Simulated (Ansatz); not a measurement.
# Work function of Cu(110): what the settings cost and change, part 2 of 2

Aim: the work function of Cu(110) against thickness and vacuum, with the cost.

Ansatz 0.2.0; plane-wave DFT, PBE, Ansatz PAW.

So far, work function, upper face (eV): step 2 (slab, setting 1 layer) 5.08; step 5 (slab, 4 atoms) 4.41; step 6 (slab, 5 atoms) 4.34; step 7 (run, 6 atoms) 4.42; step 8 (run, 8 atoms) 4.43.

**9. Slab, 10 atoms**

System of this step: Cu(110). The cell holds 10 atoms: 10 Cu. Its edges and angles: a = 3.610 Å, b = 2.553 Å, c = 29.487 Å, α = 90.0°, β = 90.0°, γ = 90.0°. Vacuum lies along c.

Input file input.yaml:

```yaml
crystal:
  lattice:
    - [3.61, 0.0, 0.0]
    - [0.0, 2.5526554801, 0.0]
    - [0.0, 0.0, 29.4869496604]
  atoms:
    - { symbol: Cu, position: [0.5, 0.5, 0.3052197702] }
    - { symbol: Cu, position: [0.0, 0.0, 0.3485042657] }
    - { symbol: Cu, position: [0.5, 0.5, 0.3917887612] }
    - { symbol: Cu, position: [0.0, 0.0, 0.4350732567] }
    - { symbol: Cu, position: [0.5, 0.5, 0.4783577522] }
    - { symbol: Cu, position: [0.0, 0.0, 0.5216422478] }
    - { symbol: Cu, position: [0.5, 0.5, 0.5649267433] }
    - { symbol: Cu, position: [0.0, 0.0, 0.6082112388] }
    - { symbol: Cu, position: [0.5, 0.5, 0.6514957343] }
    - { symbol: Cu, position: [0.0, 0.0, 0.6947802298] }
kpoints:
  mp_grid: { grid: [11, 16, 1] }
hamiltonian:
  xc: pbe
scf:
  occupations: { method: fermi_dirac, width: 0.1 }
  convergence: { dr2_threshold: 1.0e-09 }
efield:
  axis: 3
  dipole_correction: true
  ramp_position: 0.97
  ramp_width: 0.06
output:
  write_potential: true
  write_density: true
  volumetric_format: npy
```

Command:

```bash
$ ansatz run input.yaml --threads 2 --pin off --max-ram 3072MiB --backend cpu --events-out ev --progress --plain --runs-dir out
```

Log:

```text
[...]
Crystal: 10 atoms, lattice volume = 271.725 Å³
Basis set: ecut = 420 eV, 5359 PW (Γ)
Bands: 114, of which v1, the nominal top of the filled ones, is band 95 counted from 1 (94 counted from 0)
Symmetry: 4 space group operations
k-points: 54 of 176
[...]
k-point 0: bands = [... 91 lower, 3.2951, 3.4390, 3.4458, 3.5717, 4.3926, 5.7148, 6.7310, 7.3202, ... 15 higher]
  k-point 1: bands = [... 91 lower, 3.3174, 3.3829, 3.4371, 3.6000, 4.4486, 5.7968, 6.9525, 7.4104, ... 15 higher]
  k-point 2: bands = [... 91 lower, 3.2793, 3.3971, 3.4160, 3.6709, 4.6155, 6.0364, 7.5430, 7.6726, ... 15 higher]
  k-point 53: bands = [... 91 lower, 4.4334, 5.5570, 5.5570, 6.9162, 6.9163, 8.3986, 8.3986, 8.7412, ... 15 higher]
[key lines of the parts left out:]
SCF converged after 12 iterations
Free energy (F): -66249.935968 eV
Fermi energy:    4.817710 eV
Dipole field:    D = 0.000003 V/Å  (p = 0.000005 e·Å, saw-weighted, corrected)
Work function:   Φ+ = 4.4142 eV   Φ− = 4.4143 eV
```

Elapsed: 5.8 min, on 2 threads of Arm Neoverse N1, shared host; peak memory 1.8 GiB; 11 min of CPU time.

The work function is 4.414 eV, -0.011 eV from the run “8 layers”, at 1.5 times its CPU time.

**10. Run, 13 atoms**

System of this step: Cu(110). The cell holds 13 atoms: 13 Cu. Cell: a = 3.610 Å, b = 2.553 Å, c = 33.316 Å, α = 90.0°, β = 90.0°, γ = 90.0°. Vacuum lies along c.

input.yaml, the sections that differ from step 9:

```yaml
crystal:
  lattice:
    - [3.61, 0.0, 0.0]
    - [0.0, 2.5526554801, 0.0]
    - [0.0, 0.0, 33.3159328805]
  atoms:
    - { symbol: Cu, position: [0.0, 0.0, 0.2701410173] }
    - { symbol: Cu, position: [0.5, 0.5, 0.3084508477] }
    - { symbol: Cu, position: [0.0, 0.0, 0.3467606782] }
    - { symbol: Cu, position: [0.5, 0.5, 0.3850705086] }
    - { symbol: Cu, position: [0.0, 0.0, 0.4233803391] }
    - { symbol: Cu, position: [0.5, 0.5, 0.4616901695] }
    - { symbol: Cu, position: [0.0, 0.0, 0.5] }
    - { symbol: Cu, position: [0.5, 0.5, 0.5383098305] }
    - { symbol: Cu, position: [0.0, 0.0, 0.5766196609] }
    - { symbol: Cu, position: [0.5, 0.5, 0.6149294914] }
    - { symbol: Cu, position: [0.0, 0.0, 0.6532393218] }
    - { symbol: Cu, position: [0.5, 0.5, 0.6915491523] }
    - { symbol: Cu, position: [0.0, 0.0, 0.7298589827] }
# kpoints, hamiltonian, scf, efield, output: as in step 9
```

Log:

```text
[...]
Crystal: 13 atoms, lattice volume = 307.009 Å³
Basis set: ecut = 420 eV, 6027 PW (Γ)
Bands: 149, of which v1, the nominal top of the filled ones, is band 124 counted from 1 (123 counted from 0)
Symmetry: 4 space group operations
k-points: 54 of 176
[...]
k-point 0: bands = [... 120 lower, 4.8595, 4.8609, 4.8792, 5.4379, 6.3000, 7.4886, 7.9780, 8.7529, ... 21 higher]
  k-point 1: bands = [... 120 lower, 4.8184, 4.8459, 4.9015, 5.4753, 6.3644, 7.5702, 8.2103, 8.9227, ... 21 higher]
  k-point 2: bands = [... 120 lower, 4.8160, 4.8270, 4.9494, 5.5866, 6.5550, 7.8083, 8.8214, 9.1797, ... 21 higher]
  k-point 53: bands = [... 120 lower, 6.5397, 7.4284, 7.5495, 8.5155, 8.6809, 9.6643, 9.8818, 10.1161, ... 21 higher]
[key lines of the parts left out:]
SCF converged after 13 iterations
Free energy (F): -86125.473842 eV
Fermi energy:    6.257721 eV
Dipole field:    D = 0.000000 V/Å  (p = 0.000000 e·Å, saw-weighted, corrected)
Work function:   Φ+ = 4.3252 eV   Φ− = 4.3251 eV
```

Wall time 9.9 min (2 threads); peak memory 2.5 GiB; 18 min of CPU time.

The work function is 4.325 eV, -0.089 eV from the run “10 layers”, at 1.7 times its CPU time.

**11. Slab, 7 atoms**

System of this step: Cu(110). The cell holds 7 atoms: 7 Cu. Its edges and angles: a = 3.610 Å, b = 2.553 Å, c = 17.658 Å, α = 90.0°, β = 90.0°, γ = 90.0°. Vacuum lies along c.

input.yaml, the sections that differ from step 10:

```yaml
crystal:
  lattice:
    - [3.61, 0.0, 0.0]
    - [0.0, 2.5526554801, 0.0]
    - [0.0, 0.0, 17.6579664403]
  atoms:
    - { symbol: Cu, position: [0.0, 0.0, 0.2831583137] }
    - { symbol: Cu, position: [0.5, 0.5, 0.3554388758] }
    - { symbol: Cu, position: [0.0, 0.0, 0.4277194379] }
    - { symbol: Cu, position: [0.5, 0.5, 0.5] }
    - { symbol: Cu, position: [0.0, 0.0, 0.5722805621] }
    - { symbol: Cu, position: [0.5, 0.5, 0.6445611242] }
    - { symbol: Cu, position: [0.0, 0.0, 0.7168416863] }
# kpoints, hamiltonian, scf, efield, output: as in step 10
```

Log:

```text
[...]
Crystal: 7 atoms, lattice volume = 162.720 Å³
Basis set: ecut = 420 eV, 3199 PW (Γ)
Bands: 80, of which v1, the nominal top of the filled ones, is band 67 counted from 1 (66 counted from 0)
Symmetry: 4 space group operations
k-points: 54 of 176
[...]
k-point 0: bands = [... 63 lower, 4.9107, 5.0351, 5.0669, 5.3670, 6.7498, 8.6817, 8.7747, 10.1552, ... 9 higher]
  k-point 1: bands = [... 63 lower, 4.8785, 4.9981, 5.0491, 5.4097, 6.8327, 8.8677, 8.8862, 10.2430, ... 9 higher]
  k-point 2: bands = [... 63 lower, 4.8808, 4.9311, 5.0540, 5.5292, 7.0747, 9.1385, 9.4424, 10.5043, ... 9 higher]
  k-point 53: bands = [... 63 lower, 6.3033, 6.4251, 7.9512, 8.1891, 9.8921, 10.2770, 10.4419, 10.4747, ... 9 higher]
[key lines of the parts left out:]
SCF converged after 12 iterations
Free energy (F): -46374.414886 eV
Fermi energy:    6.436146 eV
Dipole field:    D = 0.000000 V/Å  (p = 0.000000 e·Å, saw-weighted, corrected)
Work function:   Φ+ = 4.3113 eV (in doubt: plateau slope 1.2e-2 eV/Å)   Φ− = 4.3119 eV
```

It took 2.2 min on 2 threads; peak memory 0.9 GiB; 4.3 min of CPU time.

The work function is 4.311 eV. The program marks this work function as in doubt.

**12. Slab, 7 atoms (run 2)**

The cell differs from the one that the last finished run ended in (c 17.658 → 21.658 Å).

input.yaml, the sections that differ from step 11:

```yaml
crystal:
  lattice:
    - [3.61, 0.0, 0.0]
    - [0.0, 2.5526554801, 0.0]
    - [0.0, 0.0, 21.6579664403]
  atoms:
    - { symbol: Cu, position: [0.0, 0.0, 0.3232067064] }
    - { symbol: Cu, position: [0.5, 0.5, 0.3821378043] }
    - { symbol: Cu, position: [0.0, 0.0, 0.4410689021] }
    - { symbol: Cu, position: [0.5, 0.5, 0.5] }
    - { symbol: Cu, position: [0.0, 0.0, 0.5589310979] }
    - { symbol: Cu, position: [0.5, 0.5, 0.6178621957] }
    - { symbol: Cu, position: [0.0, 0.0, 0.6767932936] }
# kpoints, hamiltonian, scf, efield, output: as in step 11
```

Log:

```text
[...]
Crystal: 7 atoms, lattice volume = 199.580 Å³
Basis set: ecut = 420 eV, 3937 PW (Γ)
Bands: 80, of which v1, the nominal top of the filled ones, is band 67 counted from 1 (66 counted from 0)
Symmetry: 4 space group operations
k-points: 54 of 176
[...]
k-point 0: bands = [... 63 lower, 2.9238, 3.0482, 3.0800, 3.3795, 4.7669, 6.6948, 6.7553, 8.2838, ... 9 higher]
  k-point 1: bands = [... 63 lower, 2.8916, 3.0112, 3.0622, 3.4223, 4.8498, 6.8479, 6.8993, 8.3721, ... 9 higher]
  k-point 2: bands = [... 63 lower, 2.8940, 2.9442, 3.0671, 3.5419, 5.0918, 7.1180, 7.4555, 8.6351, ... 9 higher]
  k-point 53: bands = [... 63 lower, 4.3164, 4.4382, 5.9643, 6.2022, 7.9053, 8.2901, 8.4550, 8.4878, ... 9 higher]
[key lines of the parts left out:]
SCF converged after 11 iterations
Free energy (F): -46374.415107 eV
Fermi energy:    4.449265 eV
Dipole field:    D = 0.000000 V/Å  (p = 0.000000 e·Å, saw-weighted, corrected)
Work function:   Φ+ = 4.3169 eV   Φ− = 4.3169 eV
```

Wall time 2.3 min (2 threads); peak memory 1 GiB; 4.4 min of CPU time.

The work function is 4.317 eV, +0.006 eV from the run “7 layers, 10 Å of vacuum”, at 1.0 times its CPU time.

**13. Run, 7 atoms**

The cell differs from the one that the last finished run ended in (c 21.658 → 33.658 Å).

input.yaml, the sections that differ from step 12:

```yaml
crystal:
  lattice:
    - [3.61, 0.0, 0.0]
    - [0.0, 2.5526554801, 0.0]
    - [0.0, 0.0, 33.6579664403]
  atoms:
    - { symbol: Cu, position: [0.0, 0.0, 0.3862384266] }
    - { symbol: Cu, position: [0.5, 0.5, 0.4241589511] }
    - { symbol: Cu, position: [0.0, 0.0, 0.4620794755] }
    - { symbol: Cu, position: [0.5, 0.5, 0.5] }
    - { symbol: Cu, position: [0.0, 0.0, 0.5379205245] }
    - { symbol: Cu, position: [0.5, 0.5, 0.5758410489] }
    - { symbol: Cu, position: [0.0, 0.0, 0.6137615734] }
# kpoints, hamiltonian, scf, efield, output: as in step 12
```

Log:

```text
[...]
Crystal: 7 atoms, lattice volume = 310.161 Å³
Basis set: ecut = 420 eV, 6081 PW (Γ)
Bands: 80, of which v1, the nominal top of the filled ones, is band 67 counted from 1 (66 counted from 0)
Symmetry: 4 space group operations
k-points: 54 of 176
[...]
k-point 0: bands = [... 63 lower, -0.2016, -0.0773, -0.0454, 0.2540, 1.6415, 3.5694, 3.6274, 5.2258, ... 9 higher]
  k-point 1: bands = [... 63 lower, -0.2339, -0.1142, -0.0632, 0.2968, 1.7244, 3.7200, 3.7738, 5.3141, ... 9 higher]
  k-point 2: bands = [... 63 lower, -0.2315, -0.1812, -0.0584, 0.4165, 1.9664, 3.9901, 4.3300, 5.5766, ... 9 higher]
  k-point 53: bands = [... 63 lower, 1.1909, 1.3127, 2.8388, 3.0768, 4.7798, 5.1647, 5.3296, 5.3624, ... 9 higher]
[key lines of the parts left out:]
SCF converged after 12 iterations
Free energy (F): -46374.415135 eV
Fermi energy:    1.323822 eV
Dipole field:    D = -0.000000 V/Å  (p = -0.000000 e·Å, saw-weighted, corrected)
Work function:   Φ+ = 4.3170 eV   Φ− = 4.3170 eV
```

Wall time 3.7 min (2 threads); peak memory 1.5 GiB; 7.2 min of CPU time.

The work function is 4.317 eV, +0.000 eV from the run “7 layers, 14 Å of vacuum”, at 1.6 times its CPU time.

**14. Side by side**

Times are for 2 threads of Arm Neoverse N1, shared host. The runs compared:

```tsv
no.	setting	work function, upper face (eV)	time	memory (GiB)
1	1 layer	5.084	23 s	0.47
2	2 layers	4.402	38 s	0.49
3	3 layers	4.415	65 s	0.6
4	4 layers	4.414	83 s	0.72
5	5 layers	4.339	1.8 min	0.86
6	6 layers	4.422	2.5 min	1.0
7	8 layers	4.425	3.9 min	1.4
8	10 layers	4.414	5.8 min	1.8
9	13 layers	4.325	9.9 min	2.5
10	7 layers, 10 Å of vacuum	4.311	2.2 min	0.9
11	7 layers, 14 Å of vacuum	4.317	2.3 min	1.0
12	7 layers, 26 Å of vacuum	4.317	3.7 min	1.5
```

**15. A changed input**

This step: plane-wave DFT, PBE, Ansatz PAW, but for the change named below (Ansatz 0.2.0).

System of this step: Cu(110) monolayer. The cell holds 1 atom: 1 Cu. Its edges and angles: a = 3.610 Å, b = 2.553 Å, c = 18.000 Å, α = 90.0°, β = 90.0°, γ = 90.0°. Vacuum lies along c.

An input spoilt on purpose, to show how the run answers: it repeats the earlier run “1 layer” with hamiltonian.hubbard to sites: [species: Cu, l: d, u_eff: -5.0], and scf.max_iter set to 80; its output block differs too.

input.yaml, the sections that differ from step 13:

```yaml
crystal:
  lattice:
    - [3.61, 0.0, 0.0]
    - [0.0, 2.5526554801, 0.0]
    - [0.0, 0.0, 18.0]
  atoms:
    - { symbol: Cu, position: [0.5, 0.5, 0.5] }
hamiltonian:
  xc: pbe
  hubbard: { sites: [{ species: Cu, l: d, u_eff: -5.0 }] }
scf:
  occupations: { method: fermi_dirac, width: 0.1 }
  convergence: { dr2_threshold: 1.0e-09 }
  max_iter: 80
# kpoints, efield, output: as in step 13
```

Log:

```text
Cu: projections on atomic orbitals take those of the free atom [Ne] 3s2 3p6 3d10 4s1, of charge +0.00 (hamiltonian.pseudopotentials.projection_atoms); the dataset's partial waves leave at most 2.0e-6 of an orbital's norm unspanned inside its sphere
[...]
Crystal: 1 atoms, lattice volume = 165.872 Å³
Basis set: ecut = 420 eV, 3265 PW (Γ)
Bands: 14, of which v1, the nominal top of the filled ones, is band 10 counted from 1 (9 counted from 0)
Symmetry: 4 space group operations
k-points: 54 of 176
[...]
SCF iter   1: F=—  HF=-6625.159902 eV  |F-HF|=—  |Δ(HF+E_count)|=         —  Δρ=1.16e-1  dr2=1.57e1  ethr=3.10e-3  p=-0.000 e·Å  D=-4.59e-15 V/Å  ΔV_dip=0.00 eV  dr2_dipole=1.10e-12  V_vac-E_F(+/−)=2.37/2.37 eV  ⟨swp⟩=5.6  Hψ=4363  notcnv=0
[...]
SCF iter  29: F=-6623.903205 eV  HF=-6623.903205 eV  |F-HF|=6.25e-9  |Δ(HF+E_count)|=   4.93e-9  Δρ=9.65e-7  dr2=7.00e-10  ethr=5.26e-12  p=0.000 e·Å  D=5.06e-10 V/Å  ΔV_dip=-0.00 eV  dr2_dipole=2.84e-18  V_vac-E_F(+/−)=4.42/4.42 eV  ⟨swp⟩=3.7  Hψ=2318  notcnv=0
SCF 1 converged in 29 iterations: F = -6623.903205 eV  dr2 = 7.00e-10
[...]
SCF converged after 29 iterations
Free energy (F): -6623.903205 eV
[...]
Internal energy: -6623.764850 eV  (E = F + TS)
E sigma→0 (E₀):  -6623.834028 eV
Entropy (-TS):   -0.138354 eV (-138.354 meV/atom)
Fermi energy:    -2.818809 eV
Dipole field:    D = -0.000000 V/Å  (p = -0.000000 e·Å, saw-weighted, corrected)
Work function:   Φ+ = 4.4186 eV   Φ− = 4.4186 eV
[...]
--- Band table (eV; the first three rows and the last of 54) ---
  k-point 0: bands = [... 6 lower, -3.3568, -3.1952, -2.9332, -2.9325, -1.3642, 1.2868, 1.9917, 2.1134]
  k-point 1: bands = [... 6 lower, -3.3480, -3.1898, -2.9797, -2.9685, -1.2495, 1.3754, 2.0841, 2.2022]
  k-point 2: bands = [... 6 lower, -3.3229, -3.1744, -3.1029, -3.0663, -0.9195, 1.6414, 2.3607, 2.4685]
  k-point 53: bands = [... 6 lower, -3.1292, -3.0641, -2.9069, 0.3006, 2.1149, 3.3528, 5.7287, 5.7419]
Occupation matrices written to <dir>
```

It took 35 s on 2 threads; peak memory 0.48 GiB; 69 s of CPU time.

```tsv
quantity	this run	earlier run	difference
work function, upper face (eV)	4.419	5.084	-0.67
```

It moves by -0.665 eV.

The fault (an enormous or negative U) shows in the results, which are not taken further.

**16. Outcome**

| Item | Value |
| --- | --- |
| work function, 1 layer | 5.084 eV |
| work function, 6 layers | 4.422 eV |
| work function, 13 layers | 4.325 eV |
| work function, 7 layers, 10 Å of vacuum | 4.311 eV |

What this shows: The thickest slab gives 4.33 eV, and the settings tried spread the value from 4.31 to 5.08 eV. The 13- and 10-layer slabs differ by 0.05 eV or more, so the series is not shown to have settled. Beyond two layers the value swings up and down with thickness, as is usual where quantum-well states cross the Fermi level; the levels were not examined here. Going from 10 to 26 Å of vacuum moves it by 0.006 eV. The program marks the value as in doubt in “7 layers, 10 Å of vacuum”. The ladder's slabs use the tabulated experimental lattice constant (two decimals; a low-temperature value for the alkali metals). In 1 run of the series (7 layers, 10 Å of vacuum) the program warns that electrons reach the sawtooth's ramp, which makes dipole and work function less sure.

Calculation against experiment:

| quantity | measured | 13 layers |
| --- | --- | --- |
| work function (clean (110) face, a compiled value) (eV) | 4.56 | 4.33 (-0.23 eV) |

Measured values from arxiv:1902.07811 (2019).

How well it matches: The work function is off by -0.23 eV: fair agreement. No cell relaxation is part of this session.

[Long decimals in the printed logs are rounded to 6 places.]

[Logs are printed without paths, hosts, clocks, repeated set-up lines and the standing remarks that a program may print on its own settings, such as how far it seeks lower states.]

[Hosts, paths, dates, database ids (printed as entryN), source tags and the programs' standing remarks are cut or masked in the printed files.]

[Maps of the electrostatic potential energy from Ansatz leave out the sawtooth potential of an applied field or a dipole correction, so their vacuum need not be flat; planar profiles and work functions include it.]
